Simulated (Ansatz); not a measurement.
# What Li2Te2Pt (built on the Rb2Te2Pt structure) distorts into

Aim: this structure of Li2Te2Pt (built on the Rb2Te2Pt structure) is to be tested for unstable modes, and one is followed downhill.

Calculated with Ansatz 0.2.0; DFT PBEsol, scalar-relativistic, plane waves, PAW.

The structure was built from a prototype and need not be the compound's stable phase.

## 1. The system as given

It takes space group Immm (No. 71, orthorhombic). The conventional cell has a = 3.803 Å, b = 7.316 Å, c = 8.379 Å, α = 90.00°, β = 90.00°, γ = 90.00°. Nearest to Li lie 6 Te at 2.87 to 3.30 Å and 2 Pt at 2.93 Å. Nearest to Te lie 2 Pt at 2.63 Å and 6 Li at 2.87 to 3.30 Å. Pt has 4 Te at 2.63 Å and 4 Li at 2.93 Å nearest. Farther neighbours, and contacts between anions beyond the nearest, are not listed.

## 2. Modes at Γ

The zone centre is the only wavevector solved here; it holds the modes that light can see. No field response is asked, since the mesh shows no gap.

Contents of input.yaml:

```yaml
crystal:
  lattice:
    - [-1.9016524247, 3.6578058321, 4.189318083]
    - [1.9016524247, -3.6578058321, 4.189318083]
    - [1.9016524247, 3.6578058321, -4.189318083]
  atoms:
    - { symbol: Li, position: [0.7347347715, 0.2347347715, 0.5] }
    - { symbol: Li, position: [0.2652652285, 0.7652652285, 0.5] }
    - { symbol: Te, position: [0.2479880892, 0.5, 0.7479880892] }
    - { symbol: Te, position: [0.7520119108, 0.5, 0.2520119108] }
    - { symbol: Pt, position: [0.0, 0.0, 0.0] }
kpoints:
  mp_grid: { grid: [12, 12, 12] }
hamiltonian:
  xc: pbesol
scf:
  occupations: { method: methfessel_paxton, width: 0.2 }
output:
  eigenvalues: true
phonons:
  method: dfpt
```

On the command line:

```bash
$ ansatz run input.yaml --threads 8 --pin off --max-ram 14336MiB --backend cpu --events-out ev --progress --plain --runs-dir out
```

Standard output:

```text
zone centre: on kpoints.mp_grid the ground state, and the responses unless they are solved on pairs of k-points, stand on 476 of the mesh's 1728 k-points, reduced under 2 symmetry operations, with k and −k counted as one. Each operation leaves every solved displacement unchanged or reverses it
Engine: ansatz 0.2.0, aarch64-unknown-linux-gnu
Pseudopotentials: kind: paw
Pseudopotential: Li, paw, valence charge 3, recommended cutoff 420 eV (normal), Li.paw.azcp
Pseudopotential: Te, paw, valence charge 16, recommended cutoff 420 eV (normal), Te.paw.azcp
Pseudopotential: Pt, paw, valence charge 18, recommended cutoff 420 eV (normal), Pt.paw.azcp
Functional definition: PBEsol
  exchange = pbesol_x
  correlation = pbesol_c
Crystal: 5 atoms, lattice volume = 116.561 Å³
Basis set: ecut = 420 eV, 2289 PW (Γ), exchange–correlation on 80×80×80 points (8 copies of the dense FFT grid, shifted against one another)
Bands: 34, of which v1, the nominal top of the filled ones, is band 28 counted from 1 (27 counted from 0)
Symmetry: 8 space group operations
k-points: 476 of 1728 (irreducible under 2 space group operations, time reversal used)
Non-local potential: Li, projectors of the file, l = 0: 3, l = 1: 2, l = 2: 1
Non-local potential: Te, projectors of the file, l = 0: 2, l = 1: 2, l = 2: 2, l = 3: 2
Non-local potential: Pt, projectors of the file, l = 0: 3, l = 1: 2, l = 2: 2, l = 3: 1
PAW form: soft (Blöchl's): semilocal exchange-correlation on the pseudo side does not see the compensation charge
PAW frozen core: Te, regenerated for the run's functional, and the local potential with it (the file was generated under x = pbe(κ = 0.804, μ = 0.219515), c = pbe(β = 0.066725))
PAW frozen core: Pt, regenerated for the run's functional, and the local potential with it (the file was generated under x = pbe(κ = 0.804, μ = 0.219515), c = pbe(β = 0.066725))
PAW one-centre angular grid: Li, 110 points (default); XC on 64 Gauss nodes
PAW one-centre angular grid: Te, 590 points (default); XC on 64 Gauss nodes
PAW one-centre angular grid: Pt, 590 points (default); XC on 64 Gauss nodes
Initial density: superposition of atomic densities (neutral atoms: chi_scale 0, normalization atom), corrected by the library's trained network
Initial wavefunctions: pseudopotential atomic-orbital guess
Functional: x = pbesol(κ = 0.804, μ = 0.123457), c = pbesol(β = 0.046)
SCF iter   1: F=—  HF=-26595.837943 eV  |F-HF|=—  |Δ(HF+E_count)|=         —  Δρ=3.21e-3  dr2=9.41e-3  ethr=1.77e-3  ⟨swp⟩=6.5  Hψ=68516  notcnv=0
preconditioner: auto → Kerker (q_TF=auto, 2.415 Å⁻¹)  [metal: Δε(μ)=0.008 eV  Ē_g=7.959 eV  σ=0.200 eV  W_gap=0.04  n_scr=32 (ndim 8)  ℏωp=16.8 eV  f_vac=0.001  D(μ)=0.49/eV (n_scr^D=0)]
SCF iter   2: F=—  HF=-26595.835835 eV  |F-HF|=—  |Δ(HF+E_count)|=   2.11e-3  S|Δr|=    0.00e0  Δρ=1.69e-3  dr2=4.59e-3  ethr=1.68e-5  ⟨swp⟩=2.1  Hψ=26002  notcnv=0
SCF iter   3: F=—  HF=-26595.834760 eV  |F-HF|=—  |Δ(HF+E_count)|=   1.08e-3  S|Δr|=    0.00e0  Δρ=4.49e-4  dr2=8.17e-4  ethr=8.20e-6  ⟨swp⟩=2.1  Hψ=26529  notcnv=0
SCF iter   4: F=—  HF=-26595.834598 eV  |F-HF|=—  |Δ(HF+E_count)|=   1.61e-4  S|Δr|=    0.00e0  Δρ=1.89e-4  dr2=1.09e-4  ethr=1.46e-6  ⟨swp⟩=2.0  Hψ=20006  notcnv=0
SCF iter   5: F=—  HF=-26595.834587 eV  |F-HF|=—  |Δ(HF+E_count)|=   1.11e-5  S|Δr|=    0.00e0  Δρ=8.57e-5  dr2=1.36e-5  ethr=1.95e-7  ⟨swp⟩=2.0  Hψ=19444  notcnv=0
SCF iter   6: F=—  HF=-26595.834585 eV  |F-HF|=—  |Δ(HF+E_count)|=   2.49e-6  S|Δr|=    0.00e0  Δρ=4.36e-5  dr2=3.31e-6  ethr=2.43e-8  ⟨swp⟩=2.0  Hψ=27984  notcnv=0
SCF iter   7: F=—  HF=-26595.834585 eV  |F-HF|=—  |Δ(HF+E_count)|=   2.12e-7  S|Δr|=    0.00e0  Δρ=1.15e-5  dr2=2.29e-7  ethr=5.91e-9  ⟨swp⟩=2.0  Hψ=20253  notcnv=0
SCF iter   8: F=—  HF=-26595.834585 eV  |F-HF|=—  |Δ(HF+E_count)|=   5.19e-8  S|Δr|=    0.00e0  Δρ=4.22e-6  dr2=2.95e-8  ethr=4.09e-10  ⟨swp⟩=3.0  Hψ=30565  notcnv=0
SCF iter   9: F=—  HF=-26595.834585 eV  |F-HF|=—  |Δ(HF+E_count)|=   3.46e-9  S|Δr|=    0.00e0  Δρ=1.15e-6  dr2=2.28e-9  ethr=5.28e-11  ⟨swp⟩=2.1  Hψ=25766  notcnv=0
SCF iter  10: F=—  HF=-26595.834585 eV  |F-HF|=—  |Δ(HF+E_count)|=  5.89e-10  S|Δr|=    0.00e0  Δρ=2.90e-7  dr2=1.75e-10  ethr=4.07e-12  ⟨swp⟩=2.0  Hψ=20616  notcnv=0
SCF iter  11: F=—  HF=-26595.834585 eV  |F-HF|=—  |Δ(HF+E_count)|=  4.37e-11  S|Δr|=    0.00e0  Δρ=1.00e-7  dr2=2.30e-11  ethr=1.00e-12  ⟨swp⟩=1.0  Hψ=15569  notcnv=0
SCF iter  12: F=-26595.834585 eV  HF=-26595.834585 eV  |F-HF|=7.28e-12  |Δ(HF+E_count)|=  7.28e-12  S|Δr|=    0.00e0  Δρ=2.66e-8  dr2=1.19e-12  ethr=1.00e-12  ⟨swp⟩=11.0  Hψ=80922  notcnv=0
SCF 1 converged in 12 iterations: F = -26595.834585 eV  dr2 = 1.19e-12
  greatest PAW one-centre occupation: 1.000 electrons in one spin orbital (limit 2), on the Pt atom at site 4 (counted from 0), in its partial waves of l = 0
DFPT response loops at Γ: preconditioner auto → Kerker (q_TF=auto, 2.415 Å⁻¹) (partly filled bands, converged f_vac=0.001); β = 1.00, the filter's whole step (`scf.mixing.beta` (0.50) is not read by the response loops under this deck's `scf.mixing.preconditioner`; to damp them name `kerker` or `kerker_dos`, under which they read `scf.mixing.beta`, and type it under 1.00, their step now; both keys bind the ground state too); Broyden in place of MSR1
SCF converged after 12 iterations
Stability not checked: this state was not tested for a lower state beside it, because cold or Methfessel-Paxton smearing, or corrected tetrahedra, fill the levels in a way that the test cannot read (fill_not_monotonic; see scf.lower_state_search)
Free energy (F): -26595.834585 eV
Harris-Foulkes:  -26595.834585 eV  (|F-HF|=7.28e-12)
Internal energy: -26595.837364 eV  (E = F + TS)
E sigma→0 (E₀):  -26595.835280 eV
Entropy (-TS):   0.002779 eV (0.556 meV/atom)
Fermi energy:    8.313188 eV
--- Per-component energies (eV) ---
  E_band       = -1062.142523
  E_kinetic    = 1046.902042
  E_local      = -6277.347086  (includes V_loc(G=0)·N_el)
  E_nonlocal   = -477.951675
  E_hartree    = 3132.116467
  E_xc         = -529.289720
  E_vxc        = -539.609866  (∫ρ·V_xc dr)
  E_paw        = -18526.933995  (= ΣΔE_a)
  E_vpaw       = -1078.368721  (= ΣTr[D̂ρ^β])
  E_aug_tail   = -0.000150  (compensation charges beyond the density's cutoff)
  E_ewald      = -4964.369859
  E_core_change = 1.036612  (= ΣΔE_core)
  E_smearing   = 0.002779  (= −TS)
  E_closure    = -0.000000  (closes the sum)
  Σ components = -26595.834585   (vs F -26595.834585, Δ=0.00e0)
--- Band table (eV; the first three rows and the last of 476) ---
  k-point 0: bands = [... 24 lower, 6.1952, 7.4996, 7.6706, 7.7967, 9.3921, 10.8083, 10.8687, 12.5833, ... 2 higher]
  k-point 1: bands = [... 24 lower, 6.5148, 7.2736, 7.4566, 7.7756, 9.4952, 10.2360, 11.2741, 12.6815, ... 2 higher]
  k-point 2: bands = [... 24 lower, 6.7066, 6.9505, 7.3697, 7.5837, 9.3199, 9.7668, 11.8718, 12.1366, ... 2 higher]
  k-point 475: bands = [... 24 lower, 5.9359, 7.2608, 8.1946, 8.6026, 11.1431, 11.2464, 11.6550, 12.1563, ... 2 higher]
--- Phonons (Γ-DFPT): 9 representative perturbations + reference, on 476 of 1728 k-points (Σ response iterations 33) ---
  k mesh reduced under 2 symmetry operations, with k and −k counted as one. Each operation leaves every solved displacement unchanged or reverses it
  ASR residual: 2.105e-5 → 0.000e0 eV/Å²; symmetrization residual: 4.730e-6 eV/Å²
  ASR residual per site (eV/Å²): 2.11e-5 2.11e-5 7.63e-6 7.63e-6 8.19e-6
  Γ frequencies (cm⁻¹): -47.40 -33.22 0.00 0.00 0.00 51.72 77.31 123.65 126.60 148.57 157.34 177.49 185.53 260.69 266.16
  non-analytic LO–TO correction: not included (Born effective charges unavailable; polar crystals: no LO–TO splitting at Γ)
```

Elapsed: 4.2 min, on 8 threads of Arm Neoverse V2, shared host; peak memory 5.7 GiB.

The column dr2 measures how far the density is from self-consistency, as an energy; F and HF (Harris–Foulkes) agree once it is small.

Read from the output:

```
volume per atom                                         : 23.31 Å³
gap on the k-mesh                                       : 0 eV
sum-rule residual before enforcement                    : 2.11e-5 eV/Å²
point group                                             : mmm
highest optical mode at the zone centre (no LO-TO term) : 266.2 cm⁻¹
lowest optical zone-centre mode                         : -47.4 cm⁻¹
```

Patterns of degenerate modes are one choice out of their space. The modes at Γ (shares of kinetic energy by element, %) (negative means imaginary):

```csv
mode,frequency (cm⁻¹),symmetry,Li %,Te %,Pt %
1,-47.4,B3u,95,5,0
2,-33.2,B3g,19,81,0
3,0.0,acoustic,3,55,42
4,0.0,acoustic,3,55,42
5,0.0,acoustic,3,55,42
6,51.7,B2g,100,0,0
7,77.3,B1u,2,40,58
8,123.7,B2u,94,0,6
9,126.6,B1g,0,100,0
10,148.6,Ag,3,97,0
11,157.3,B3g,81,19,0
12,177.5,B2u,3,45,52
13,185.5,B3u,2,40,58
14,260.7,B1u,95,5,0
15,266.2,Ag,97,3,0
```

Displacements in mode 1 (-47.4 cm⁻¹), the largest set to 1:
```
Li1  1.00  0.00  0.00
Li2  1.00  0.00  0.00
Te3 -0.06  0.00  0.00
Te4 -0.06  0.00  0.00
Pt5  0.00  0.00  0.00
```

Displacements in mode 6 (51.7 cm⁻¹), the largest set to 1:
```
Li1 -1.00  0.00  0.00
Li2  1.00  0.00  0.00
Te3  0.00  0.00  0.00
Te4  0.00  0.00  0.00
Pt5  0.00  0.00  0.00
```

Before it was imposed, the acoustic sum rule was missed by 2.1e-5 eV/Å². Small misses are needed for a sound result but don't prove that mesh and cutoff are converged. The lowest optical mode is imaginary, 47.4i cm⁻¹, so the energy falls along it.

## 3. The mode frozen in, largest atomic shift 0 Å

The mode followed lies at Γ with frequency 33.2i cm⁻¹, one of the unstable modes though not the softest. At small amplitude the pattern taken leaves space group no. 12 by a symmetry search on the positions. The undistorted cell that holds it gives the zero of energy on the same k mesh.

input.yaml, as its differences from that of step 2:

```diff
@@ -18,4 +18,4 @@
 output:
+  forces: true
+  stress: true
   eigenvalues: true
-phonons:
-  method: dfpt
```

Standard output:

```text
[...]
Crystal: 5 atoms, lattice volume = 116.561 Å³
Basis set: ecut = 420 eV, 2289 PW (Γ), exchange–correlation on 80×80×80 points (8 copies of the dense FFT grid, shifted against one another)
Bands: 34, of which v1, the nominal top of the filled ones, is band 28 counted from 1 (27 counted from 0)
Symmetry: 8 space group operations
[...]
k-points: 280 of 1728
[...]
k-point 0: bands = [... 24 lower, 6.1952, 7.4996, 7.6706, 7.7967, 9.3921, 10.8083, 10.8687, 12.5833, ... 2 higher]
  k-point 1: bands = [... 24 lower, 6.5148, 7.2737, 7.4566, 7.7756, 9.4952, 10.2360, 11.2740, 12.6815, ... 2 higher]
  k-point 2: bands = [... 24 lower, 6.7066, 6.9505, 7.3696, 7.5837, 9.3199, 9.7668, 11.8718, 12.1366, ... 2 higher]
  k-point 279: bands = [... 24 lower, 5.9359, 7.2608, 8.1946, 8.6026, 11.1431, 11.2464, 11.6550, 12.1563, ... 2 higher]
[key lines of the parts left out:]
SCF converged after 8 iterations
Free energy (F): -26595.834585 eV
Fermi energy:    8.313180 eV
P = ⅓ Tr σ = -0.0056 GPa (-0.056 kbar)
```

The job ended after 6.9 s (8 threads; peak memory 1.1 GiB; 52 s of CPU time).

This step gave:

```
pressure                         : -0.005603 GPa
energy from the undistorted cell : 0 meV/atom
```

The run ends at a pressure of -0.01 GPa, with forces up to 2.8e-4 eV/Å.

## 4. The mode frozen in, largest atomic shift 0.32 Å

The atoms are moved along the unstable eigenvector, the largest shift by 0.32 Å, with the cell fixed.

Contents of input.yaml:

```yaml
crystal:
  lattice:
    - [-1.9016524247, 3.6578058321, 4.189318083]
    - [1.9016524247, -3.6578058321, 4.189318083]
    - [1.9016524247, 3.6578058321, -4.189318083]
  atoms:
    - { symbol: Li, position: [0.6909927012, 0.2347347715, 0.4562579297] }
    - { symbol: Li, position: [0.3090072988, 0.7652652285, 0.5437420703] }
    - { symbol: Te, position: [0.2293363355, 0.4813482462, 0.7479880892] }
    - { symbol: Te, position: [0.7706636645, 0.5186517538, 0.2520119108] }
    - { symbol: Pt, position: [0.0, 0.0, 0.0] }
kpoints:
  mp_grid: { grid: [12, 12, 12] }
hamiltonian:
  xc: pbesol
scf:
  occupations: { method: methfessel_paxton, width: 0.2 }
output:
  forces: true
  stress: true
  eigenvalues: true
  write_density: true
  write_potential: true
  elf: true
  volumetric_format: npy
```

Standard output:

```text
[...]
Crystal: 5 atoms, lattice volume = 116.561 Å³
Basis set: ecut = 420 eV, 2289 PW (Γ), exchange–correlation on 80×80×80 points (8 copies of the dense FFT grid, shifted against one another)
Bands: 34, of which v1, the nominal top of the filled ones, is band 28 counted from 1 (27 counted from 0)
Symmetry: 4 space group operations
[...]
k-points: 476 of 1728
[...]
k-point 0: bands = [... 24 lower, 6.2191, 7.4919, 7.6481, 7.7082, 9.5723, 10.7739, 10.8341, 12.4355, ... 2 higher]
  k-point 1: bands = [... 24 lower, 6.5367, 7.2796, 7.4418, 7.7050, 9.5917, 10.2521, 11.2362, 12.5791, ... 2 higher]
  k-point 2: bands = [... 24 lower, 6.7266, 6.9598, 7.3083, 7.6268, 9.2198, 9.9133, 11.8099, 12.1674, ... 2 higher]
  k-point 475: bands = [... 24 lower, 5.9471, 7.2767, 8.1933, 8.5565, 11.1439, 11.3361, 11.5237, 12.2525, ... 2 higher]
[key lines of the parts left out:]
SCF converged after 8 iterations
Free energy (F): -26595.841871 eV
Fermi energy:    8.340821 eV
P = ⅓ Tr σ = -0.3512 GPa (-3.512 kbar)
```

Run time: 15 s. Hardware: 8 threads; peak memory 1.5 GiB.

Read from the output:

| Quantity | Value |
| --- | --- |
| pressure | -0.3512 GPa |
| energy from the undistorted cell | -1.426 meV/atom |

The energy, extrapolated to zero smearing, is -1.43 meV/atom against the undistorted cell.

The run ends at a pressure of -0.35 GPa, with forces up to 0.085 eV/Å.

## 5. Energy along the mode, all amplitudes (two of the runs are shown above)

An imaginary frequency means negative curvature, so the energy should fall and then rise again as anharmonic terms take over.

This step gave:

```yaml
depth_at_the_lowest_point_sampled: 1.426 meV/atom
largest_atomic_shift_at_that_point: 0.32 Å
```

Energy from the parent against largest atomic shift:

```csv
largest atomic shift (Å),energy from the parent (meV/atom)
0.000,0
0.040,-0.048
0.080,-0.186
0.140,-0.528
0.220,-1.08
0.320,-1.43
0.450,0.256
0.600,8.69
```

Displacement at unit largest shift by atom:

```csv
atom,x (Å),y (Å),z (Å),size
Li1,0.00,-1.00,0.00,1.00
Li2,0.00,1.00,0.00,1.00
Te3,0.00,0.00,-0.49,0.49
Te4,0.00,0.00,0.49,0.49
Pt5,0.00,0.00,0.00,0.00
```

The lowest step is at 0.32 Å, 1.43 meV/atom below the parent, and the energy rises beyond it.

[end of part 1 of 3]

[Long decimals in the printed logs are rounded to 6 places.]

[Logs are printed without paths, hosts, clocks, repeated set-up lines and the standing remarks that a program may print on its own settings, such as how far it seeks lower states.]

[Hosts, paths, dates, database ids (printed as entryN), source tags and the programs' standing remarks are cut or masked in the printed files.]

[Where the starting crystal was built by hand or by swapping elements, it need not be the compound's stable phase.]
